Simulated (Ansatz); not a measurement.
## Cl on W(110): change of the work function

Wanted: Δφ(θ) for Cl/W(110), starting from the hollow site.

Method: plane-wave DFT, PBE, Ansatz PAW, in Ansatz 0.2.0.

Most raw output is cut from this account.

**1. Starting point**

The cell holds 4 atoms: 4 W. Cell: a = 2.737 Å, b = 2.737 Å, c = 24.703 Å, α = 90.0°, β = 90.0°, γ = 70.5°. Vacuum lies along c.

Structure file:

```cif
data_structure
_symmetry_space_group_name_H-M 'P 1'
_symmetry_Int_Tables_number 1
_cell_length_a 2.7366
_cell_length_b 2.7366
_cell_length_c 24.7034
_cell_angle_alpha 90.000
_cell_angle_beta 90.000
_cell_angle_gamma 70.529
_cell_volume 174.43
loop_
_atom_site_label
_atom_site_type_symbol
_atom_site_fract_x
_atom_site_fract_y
_atom_site_fract_z
_atom_site_occupancy
W1 W 0.00000 0.00000 0.36432 1
W2 W 0.50000 0.50000 0.45477 1
W3 W 0.00000 0.00000 0.54523 1
W4 W 0.50000 0.50000 0.63568 1
```

**2. The clean slab**

The bare slab comes first, as the zero from which every change is counted. The two lowest layers are held at bulk places and the upper ones relax. The dipole correction removes the false field that a one-sided slab makes across the periodic vacuum, so each face gets a flat vacuum level of its own.

The input, input.yaml:

```yaml
crystal:
  lattice:
    - [2.2344574285, -1.58, 0.0]
    - [2.2344574285, 1.58, 0.0]
    - [0.0, 0.0, 24.7033722856]
  atoms:
    - { symbol: W, position: [0.0, 0.0, 0.3643227287] }
    - { symbol: W, position: [0.5, 0.5, 0.4547742429] }
    - { symbol: W, position: [0.0, 0.0, 0.5452257571] }
    - { symbol: W, position: [0.5, 0.5, 0.6356772713] }
kpoints:
  mp_grid: { grid: [12, 12, 1] }
hamiltonian:
  xc: pbe
scf:
  occupations: { method: fermi_dirac, width: 0.1 }
  convergence: { dr2_threshold: 1.0e-08 }
efield:
  axis: 3
  dipole_correction: true
  ramp_position: 0.97
  ramp_width: 0.06
relax:
  f_tol: 0.02
  max_steps: 60
  constraints: [{ sites: [0, 1] }]
output:
  write_potential: true
  write_density: true
  volumetric_format: npy
```

Started as:

```console
> ansatz run input.yaml --threads 4 --pin off --max-ram 6144MiB --backend cpu --events-out ev --progress --plain --runs-dir out
```

Elapsed: 27 s, on 4 threads of Arm Neoverse V1, shared host; peak memory 0.59 GiB.

Relaxation path:

| step | energy less that of the first step (eV) | largest force component (eV/Å) |
| --- | --- | --- |
| 1 | 0.0000 | 0.6535 |
| 2 | 0.0440 | 1.3654 |
| 3 | -0.0126 | 0.0900 |
| 4 | -0.0130 | 0.0113 |

Relaxation step 2 was tried and not accepted.

The run keeps the 4 symmetry operations that it works with, so distortions that break them were not tested.

The atoms that moved most (Å):

| atom | dx | dy | dz | length |
| --- | --- | --- | --- | --- |
| W3 | 0.000 | 0.000 | 0.038 | 0.038 |

Final coordinates:

```cif
data_structure
_symmetry_space_group_name_H-M 'P 1'
_symmetry_Int_Tables_number 1
_cell_length_a 2.7366
_cell_length_b 2.7366
_cell_length_c 24.7034
_cell_angle_alpha 90.000
_cell_angle_beta 90.000
_cell_angle_gamma 70.529
_cell_volume 174.43
loop_
_atom_site_label
_atom_site_type_symbol
_atom_site_fract_x
_atom_site_fract_y
_atom_site_fract_z
_atom_site_occupancy
W1 W 0.00000 0.00000 0.36432 1
W2 W 0.50000 0.50000 0.45477 1
W3 W 0.00000 0.00000 0.54676 1
W4 W 0.50000 0.50000 0.63550 1
```

Numbers from this step:

```yaml
energy_at_zero_smearing: -41536.4168 eV
work_function_upper_face: 4.845 eV
work_function_lower_face: 4.899 eV
dipole_along_the_normal: 0.002118 e·Å
step_between_the_vacuum_levels: -0.05428 eV
```

Running mean over 2.234 Å of the planar mean; the ramp of the sawtooth is left out. Table of electron's electrostatic potential energy less the Fermi level by z:

z (Å), electron's electrostatic potential energy less the Fermi level (eV) and a bar from the least value:
```
      3.5        4.9 ##############################
      4.0        4.9 ##############################
      4.5        4.9 ##############################
      5.0        4.9 ##############################
      5.5        4.9 ##############################
      6.0        4.8 ##############################
      6.5        4.4 #############################
      7.0        3.3 ###########################
      7.5       -0.1 ######################
      8.0       -5.8 ############
      8.5      -10.5 ####
      9.0      -12.2 #
      9.5      -12.5 #
     10.0      -12.6 #
     10.5      -12.7 #
     11.0      -12.7 #
     11.5      -12.7 #
     12.0      -12.5 #
     12.5      -12.4 #
     13.0      -12.6 #
     13.5      -12.8 
     14.0      -13.0 
     14.5      -13.1 
     15.0      -12.9 
     15.5      -12.5 #
     16.0      -11.5 ###
     16.5       -8.0 #########
     17.0       -2.3 ##################
     17.5        2.2 ##########################
     18.0        4.1 #############################
     18.5        4.6 ##############################
     19.0        4.8 ##############################
     19.5        4.8 ##############################
     20.0        4.8 ##############################
     20.5        4.8 ##############################
     21.0        4.8 ##############################
     21.5        4.8 ##############################
```

The relaxation took 4 steps and lowered the energy by 0.013 eV; the largest force on the free atoms ends at 0.011 eV/Å.

The work function of the upper face is 4.84 eV.

**3. The covered slab, k-mesh 6×6×1, coverage 0.25 ML**

System of this step: W16Cl (Cl/W(110)). The cell holds 17 atoms: 16 W and 1 Cl. Its edges and angles: a = 5.473 Å, b = 5.473 Å, c = 26.954 Å, α = 90.0°, β = 90.0°, γ = 70.5°. Vacuum lies along c.

The clean slab as it ended is repeated in the plane and the adsorbate is set on one face; the cell's size fixes the coverage, and the k-mesh shrinks with it to keep the sampling density about even. Adsorbate and upper layers relax, since the dipole depends on the height.

The input, input.yaml:

```yaml
crystal:
  lattice:
    - [4.468914857, -3.16, 0.0]
    - [4.468914857, 3.16, 0.0]
    - [0.0, 0.0, 26.9540398321]
  atoms:
    - { symbol: W, position: [0.0, 0.0, 0.3339017103] }
    - { symbol: W, position: [0.25, 0.25, 0.4168005056] }
    - { symbol: W, position: [0.0, 0.0, 0.5011045757] }
    - { symbol: W, position: [0.25, 0.25, 0.582434458] }
    - { symbol: W, position: [0.0, 0.5, 0.3339017103] }
    - { symbol: W, position: [0.25, 0.75, 0.4168005056] }
    - { symbol: W, position: [0.0, 0.5, 0.5011045757] }
    - { symbol: W, position: [0.25, 0.75, 0.582434458] }
    - { symbol: W, position: [0.5, 0.0, 0.3339017103] }
    - { symbol: W, position: [0.75, 0.25, 0.4168005056] }
    - { symbol: W, position: [0.5, 0.0, 0.5011045757] }
    - { symbol: W, position: [0.75, 0.25, 0.582434458] }
    - { symbol: W, position: [0.5, 0.5, 0.3339017103] }
    - { symbol: W, position: [0.75, 0.75, 0.4168005056] }
    - { symbol: W, position: [0.5, 0.5, 0.5011045757] }
    - { symbol: W, position: [0.75, 0.75, 0.582434458] }
    - { symbol: Cl, position: [0.42, 0.42, 0.6660982897] }
kpoints:
  mp_grid: { grid: [6, 6, 1] }
hamiltonian:
  xc: pbe
scf:
  occupations: { method: fermi_dirac, width: 0.1 }
  convergence: { dr2_threshold: 1.0e-08 }
efield:
  axis: 3
  dipole_correction: true
  ramp_position: 0.97
  ramp_width: 0.06
relax:
  f_tol: 0.02
  max_steps: 60
  constraints: [{ sites: [0, 1, 4, 5, 8, 9, 12, 13] }]
output:
  dos: { projected: true, e_range: [-8, 4] }
  write_potential: true
  write_density: true
  volumetric_format: npy
  elf: true
```

Wall time 4.1 min (4 threads); peak memory 2.9 GiB; 16 min of CPU time.

This run has no spin polarisation although its electron count is odd.

Relaxation path:

```csv
step,energy less that of the first step (eV),largest force component (eV/Å)
1,0.0000,1.3274
2,-0.1801,1.2233
3,-0.2805,0.3144
4,-0.2890,0.0541
5,-0.2894,0.0165
```

Forces are held to the 2 operations that the run works with; a distortion that breaks them can't arise in this run.

The atoms that moved most (Å):

```
atom      dx      dy      dz  length
Cl17  -0.034   0.000  -0.289   0.291
  W4  -0.069   0.000   0.033   0.077
 W16   0.046   0.000  -0.046   0.065
  W8   0.039  -0.009   0.018   0.044
 W12   0.039   0.009   0.018   0.044
  W3   0.017   0.000  -0.020   0.027
 W11   0.003   0.005   0.006   0.008
  W7   0.003  -0.005   0.006   0.008
```

Final coordinates:

```xyz
17
Lattice="4.4689 -3.1600 0.0000 4.4689 3.1600 0.0000 0.0000 0.0000 26.9540" Properties=species:S:1:pos:R:3
W     0.0000    0.0000    9.0000
W     2.2345    0.0000   11.2345
W     0.0172    0.0000   13.4865
W     2.1653    0.0000   15.7320
W     2.2345    1.5800    9.0000
W     4.4689    1.5800   11.2345
W     2.2378    1.5754   13.5123
W     4.5082    1.5710   15.7172
W     2.2345   -1.5800    9.0000
W     4.4689   -1.5800   11.2345
W     2.2378   -1.5754   13.5123
W     4.5082   -1.5710   15.7172
W     4.4689    0.0000    9.0000
W     6.7034    0.0000   11.2345
W     4.4680    0.0000   13.5014
W     6.7492    0.0000   15.6526
Cl    3.7197    0.0000   17.6654
```

Numbers from this step:

```
energy at zero smearing        : -167227.7001 eV
work function, upper face      : 4.457 eV
work function, lower face      : 4.900 eV
dipole along the normal        : 0.06909 e·Å
step between the vacuum levels : -0.4426 eV
```

Running mean over 2.234 Å of the planar mean; the ramp of the sawtooth is left out. The electron's electrostatic potential energy less the Fermi level by z:

```
z (Å)  electron's electrostatic potential energy less the Fermi level (eV)
    4                                                                 4.90
    5                                                                 4.89
    6                                                                 4.75
    7                                                                 3.29
    8                                                                -5.76
    9                                                                -12.2
   10                                                                -12.6
   11                                                                -12.7
   12                                                                -12.5
   13                                                                -12.6
   14                                                                -12.9
   15                                                                -12.8
   16                                                                -12.0
   17                                                                -4.46
   18                                                                 1.57
   19                                                                 3.62
   20                                                                 4.42
   21                                                                 4.46
   22                                                                 4.46
   23                                                                 4.46
```

The density of states has structure finer than the step of the table below, so its rows give means over 0.5 eV, whole bins alone (the curve runs from -8 to 1.98 eV). Peaks (eV: height): -3.07: 37.1, -2.92: 36.2, -2.74: 26.3, -2.56: 35.5, -2.50: 25.4, -2.02: 33.3, -1.47: 25.8.

Table of density of states by energy, zero at the Fermi level; means over each step:

```
energy (eV)  density of states (states/eV a cell)
       -7.5                                  2.07
       -7.0                                  2.60
       -6.5                                  5.10
       -6.0                                  10.4
       -5.5                                  11.9
       -5.0                                  11.7
       -4.5                                  16.8
       -4.0                                  12.6
       -3.5                                  11.4
       -3.0                                  23.3
       -2.5                                  21.0
       -2.0                                  20.9
       -1.5                                  19.0
       -1.0                                  12.4
       -0.5                                  11.6
        0.0                                  11.7
        0.5                                  12.3
        1.0                                  16.2
        1.5                                  19.3
```

Projected DOS per atom over height of the atomic layer and energy from the Fermi level. Layers: W4 W4 W4 W4 Cl from below.

Values in states/eV, 22 rows by 5 columns, each cell a mean:
```
1.05 1.16 1.08 1.15 0.20
1.08 1.12 1.09 1.07 0.16
1.08 0.78 0.75 0.97 0.12
0.93 0.53 0.48 0.78 0.10
0.90 0.43 0.42 0.88 0.14
0.95 0.45 0.46 0.86 0.15
1.13 0.40 0.40 0.98 0.10
1.63 0.77 0.72 1.28 0.14
1.57 1.05 1.08 1.44 0.16
1.22 1.16 1.10 1.23 0.19
1.35 1.42 1.40 1.27 0.19
0.86 1.56 1.61 0.86 0.15
0.55 0.64 0.70 0.57 0.35
0.66 0.74 0.86 0.88 0.79
0.94 1.19 1.12 0.68 0.58
0.46 1.00 0.89 0.43 0.74
0.40 0.81 0.75 0.40 2.04
0.30 0.54 0.59 0.58 3.22
0.15 0.25 0.32 0.34 1.83
0.08 0.14 0.12 0.17 0.66
0.08 0.17 0.15 0.14 0.26
0.04 0.10 0.11 0.06 0.06
```
Columns: height of the atomic layer (Å) from 9 to 17.7 (not evenly spaced); rows upwards: energy from the Fermi level (eV) from -7.96 to 1.95.

Electrostatic potential energy in the ca plane at fractional y = 0.000, with atoms of W within 0.2 Å of it. With pseudopotentials it is smooth inside the atoms' cores, unlike the true potential.

Values in eV, 8 rows by 16 columns, each cell a mean:
```
-49 -10   4   3 -34 -35   3   5   8   9   9   9   9   9   9   9
 -6   3   2   4  -2  -2   4   2   8   9   9   9   9   9   9   9
-16   1   2   4  -9 -10   3   3   8   9   9   9   9   9   9   9
-56 -14   4   3 -40 -43   2   5   8   9   9   9   9   9   9   9
-49 -10   4   3 -33 -36   3   4   8   9   9   9   9   9   9   9
 -6   3   2   4  -2  -3   4   1   7   9   9   9   9   9   9   9
-16   1   2   4 -10 -10   4   2   8   9   9   9   9   9   9   9
-56 -14   4   3 -41 -42   3   5   9   9   9   9   9   9   9   9
```
Columns run along c (16.0 Å, from fractional 0.32 to 0.92 of the cell; values clipped at the 3rd and 97th percentile), rows up along a (5.5 Å). Atoms in or near the plane, at fractional coordinates: W at (0.33, 0.00), W at (0.50, 0.00), W at (0.33, 0.50), W at (0.50, 0.50).

Valence density in the ca plane at fractional y = 0.000, with atoms of W within 0.2 Å of it. It is the smooth field of the valence electrons, not physical close to the nuclei.

Ten steps, logarithmic in the rise over the least value, from '0' (0.0 e/Å³) to '9' (5.1 e/Å³), each cell a mean:
```
99975444444799985444332210000000000000000000
88864444444578864444433210000000000000000000
56544444444456544444443210000000000000000000
44444444444444444444443210000000000000000000
56544444444456654444443210000000000000000000
89864444444578875444432110000000000000000000
99975444444699986444332110000000000000000000
99985443344799996444332110000000000000000000
99974444444689985444433210000000000000000000
77654444444467754444443210000000000000000000
45444444444445544445543210000000000000000000
55444444444445544444443210000000000000000000
77654444444467754444443210000000000000000000
99974444444699985444433210000000000000000000
99985443444799996443332210000000000000000000
```
Columns run along c (16.0 Å, from fractional 0.32 to 0.92 of the cell), rows up along a (5.5 Å). Atoms in or near the plane, at fractional coordinates: W at (0.33, 0.00), W at (0.50, 0.00), W at (0.33, 0.50), W at (0.50, 0.50).

(Part 1 of 2 ends here.)

[Logs are printed without paths, hosts, clocks, repeated set-up lines and the standing remarks that a program may print on its own settings, such as how far it seeks lower states.]

[Hosts, paths, dates, database ids (printed as entryN), source tags and the programs' standing remarks are cut or masked in the printed files.]

[Maps of the electrostatic potential energy from Ansatz leave out the sawtooth potential of an applied field or a dipole correction, so their vacuum need not be flat; planar profiles and work functions include it.]
